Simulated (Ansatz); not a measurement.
# The perfect W wire along [100], 21 atoms a period, part 2 of 2

What gap, if any, does the W wire along [100], 21 atoms a period have, and how many channels would it open?

Ansatz 0.2.0; DFT PBE, plane waves, PAW; relaxation of a wire's period; PAW set soft_1 (the session's first sound run).

So far: The structure; Relaxing the period.

## Step 2: Relaxing the period (continued)

Relaxation path:

| step | energy less that of the first step (eV) | largest force component (eV/Å) | pressure (GPa) | volume (Å³) |
| --- | --- | --- | --- | --- |
| 1 | 0.0000 | 2.1665 | -6.59 | 843.27 |
| 2 | -0.8404 | 2.3286 | 5.27 | 806.07 |
| 3 | -2.0039 | 0.4083 | -0.55 | 834.75 |
| 4 | -2.0568 | 0.0888 | -0.27 | 828.95 |
| 5 | -2.0601 | 0.0750 | -0.14 | 830.40 |
| 6 | -2.0636 | 0.0075 | -0.04 | 829.17 |
| 7* | -2.0606 | 0.0074 | -0.04 | 829.17 |

Relaxation steps marked * repeat the geometry before them on a plane-wave basis chosen anew for their cell, so energy and pressure can jump there.

The run keeps the 16 symmetry operations that it works with, so distortions that break them were not tested.

| cell as run | before | after | change |
| --- | --- | --- | --- |
| c (Å) | 3.170 | 3.117 | -1.7 % |

The atoms that moved most (Å, along periodic axes as changes of fractional coordinates times the final cell, across vacuum about the mean position):

| atom | dx | dy | dz | length |
| --- | --- | --- | --- | --- |
| W15 | -0.012 | -0.169 | 0.000 | 0.169 |
| W20 | -0.169 | -0.012 | 0.000 | 0.169 |
| W19 | 0.012 | -0.169 | 0.000 | 0.169 |
| W21 | -0.169 | 0.012 | 0.000 | 0.169 |
| W12 | -0.012 | 0.169 | 0.000 | 0.169 |
| W10 | 0.169 | -0.012 | 0.000 | 0.169 |
| W16 | 0.012 | 0.169 | 0.000 | 0.169 |
| W11 | 0.169 | 0.012 | 0.000 | 0.169 |

This step gave:

```yaml
energy_at_zero_smearing: -218077.9852 eV
cell_length_along_the_wire: 3.117 Å
```

The cell's length comes to 3.117 Å with spin left out.

## Step 3: The perfect wire

This step: DFT PBE, plane waves, PAW; bands of a perfect wire; PAW set soft_1 (Ansatz 0.2.0).

At the relaxed period the bands are computed along the axis; those that cross an energy going forward count the channels that a perfect wire would open there.

Contents of input.yaml:

```yaml
crystal:
  lattice:
    - [16.31, 0.0, 0.0]
    - [0.0, 16.31, 0.0]
    - [0.0, 0.0, 3.1169907873]
  atoms:
    - { symbol: W, position: [0.306168211, 0.306168211, 0.0] }
    - { symbol: W, position: [0.304030032, 0.5, 0.0] }
    - { symbol: W, position: [0.306168211, 0.693831789, 0.0] }
    - { symbol: W, position: [0.5, 0.304030032, 0.0] }
    - { symbol: W, position: [0.5, 0.5, 0.0] }
    - { symbol: W, position: [0.5, 0.695969968, 0.0] }
    - { symbol: W, position: [0.693831789, 0.306168211, 0.0] }
    - { symbol: W, position: [0.695969968, 0.5, 0.0] }
    - { symbol: W, position: [0.693831789, 0.693831789, 0.0] }
    - { symbol: W, position: [0.218801967, 0.402088884, 0.5] }
    - { symbol: W, position: [0.218801967, 0.597911116, 0.5] }
    - { symbol: W, position: [0.402088884, 0.218801967, 0.5] }
    - { symbol: W, position: [0.402870522, 0.402870522, 0.5] }
    - { symbol: W, position: [0.402870522, 0.597129478, 0.5] }
    - { symbol: W, position: [0.402088884, 0.781198033, 0.5] }
    - { symbol: W, position: [0.597911116, 0.218801967, 0.5] }
    - { symbol: W, position: [0.597129478, 0.402870522, 0.5] }
    - { symbol: W, position: [0.597129478, 0.597129478, 0.5] }
    - { symbol: W, position: [0.597911116, 0.781198033, 0.5] }
    - { symbol: W, position: [0.781198033, 0.402088884, 0.5] }
    - { symbol: W, position: [0.781198033, 0.597911116, 0.5] }
kpoints:
  mp_grid: { grid: [1, 1, 26] }
  band_path: { path: ["Γ", Z], npoints: 90 }
scf:
  occupations: { method: fermi_dirac, width: 0.05 }
hamiltonian:
  xc: pbe
  pseudopotentials: { kind: paw, azcp: { folder: soft_1 } }
output:
  dos: { e_range: [-5, 4] }
  write_potential: true
  write_density: true
  volumetric_format: npy
```

Run with:

```bash
ansatz run input.yaml --threads 4 --pin off --max-ram 16384MiB --backend cpu --events-out ev --progress --plain --runs-dir out
```

Numbers of over 12 decimals in the logs are rounded to 6 here.

What it wrote:

```text
[...]
Crystal: 21 atoms, lattice volume = 829.170 Å³
Basis set: ecut = 420 eV, 16203 PW (Γ)
Bands: 177, of which v1, the nominal top of the filled ones, is band 147 counted from 1 (146 counted from 0)
Symmetry: 16 space group operations
[...]
k-points: 14 of 26
[...]
SCF iter   1: F=—  HF=-218094.521214 eV  |F-HF|=—  |Δ(HF+E_count)|=         —  Δρ=4.95e-2  dr2=1.42e2  ethr=3.10e-3  ⟨swp⟩=10.1  Hψ=12455  notcnv=0  defer=3
[...]
SCF iter  12: F=-218078.057660 eV  HF=-218078.057660 eV  |F-HF|=1.40e-9  |Δ(HF+E_count)|=   2.19e-8  Δρ=1.03e-6  dr2=1.21e-8  ethr=3.40e-11  ⟨swp⟩=14.9  Hψ=8885  notcnv=0
SCF 1 converged in 12 iterations: F = -218078.057660 eV  dr2 = 1.21e-8
[...]
NSCF: frozen V_eff on 91 k-points
WARN: The output density's exchange-correlation potential varies sharply where the density is thin. Do not read a vacuum level from v_tot or v_xc, or from such a field of the output density. On a cell that repeats whose density bears no net charge and no dipole along the vacuum's axis use v_es (v_loc + v_h of the components); under efield.dipole_correction with no amplitude use v_es + v_field, which holds any externa [...]
SCF converged after 12 iterations
Free energy (F): -218078.057660 eV
[...]
Internal energy: -218077.912717 eV  (E = F + TS)
E sigma→0 (E₀):  -218077.985189 eV
Entropy (-TS):   -0.144943 eV (-6.902 meV/atom)
Fermi energy:    6.616516 eV
[...]
--- Band table (eV; the first three rows and the last of 14) ---
  k-point 0: bands = [... 143 lower, 6.3349, 6.4169, 6.4169, 6.4316, 6.5699, 6.6392, 6.6436, 6.7014, ... 26 higher]
  k-point 1: bands = [... 143 lower, 6.2127, 6.2847, 6.2847, 6.3955, 6.6534, 6.6570, 6.7052, 6.7598, ... 26 higher]
  k-point 2: bands = [... 143 lower, 6.1186, 6.1186, 6.2134, 6.3159, 6.6464, 6.6581, 6.7569, 6.7569, ... 26 higher]
  k-point 13: bands = [... 143 lower, 6.7278, 6.8473, 6.8663, 6.8663, 7.0032, 7.5282, 7.5373, 7.5373, ... 26 higher]
```

Run time: 5.4 min. Hardware: 4 threads of Arm Neoverse V1, shared host; peak memory 6.8 GiB.

Numbers from this step:

```
band gap : 0 eV
```

The electronic bands at the labelled points (eV, zero at the Fermi level; # counts the bands kept):

| point | #47 | #48 | #49 | #50 | #51 | #52 | #53 | #54 |
| --- | --- | --- | --- | --- | --- | --- | --- | --- |
| Γ | -0.28 | -0.20 | -0.20 | -0.18 | -0.05 | 0.02 | 0.03 | 0.08 |
| halfway | -0.69 | -0.58 | -0.19 | -0.19 | 0.24 | 0.25 | 0.29 | 0.31 |
| Z | 0.11 | 0.23 | 0.25 | 0.25 | 0.39 | 0.91 | 0.92 | 0.92 |

Between Γ and Z the bands cross the Fermi level 9 times, so a perfect wire would conduct at least 9 G₀, with spin left out.

## Step 4: Summary of results

| Item | Value |
| --- | --- |
| cell length, PBE | 3.117 Å |
| ballistic conductance by band crossings, a lower bound, PBE | 9 G₀ |

Under PBE the cell's length is 3.12 Å, and the bands cross the Fermi level 9 times between Γ and Z, which gives a perfect wire at least 9 G₀ (opposite crossings within one step of the path cancel in such a count). No spin was allowed, though thin wires with open d shells can turn magnetic. Spin-orbit coupling is left out, which matters for the bands of heavy atoms.

[Logs are printed without paths, hosts, clocks, repeated set-up lines and the standing remarks that a program may print on its own settings, such as how far it seeks lower states.]

[Hosts, paths, dates, database ids (printed as entryN), source tags and the programs' standing remarks are cut or masked in the printed files.]
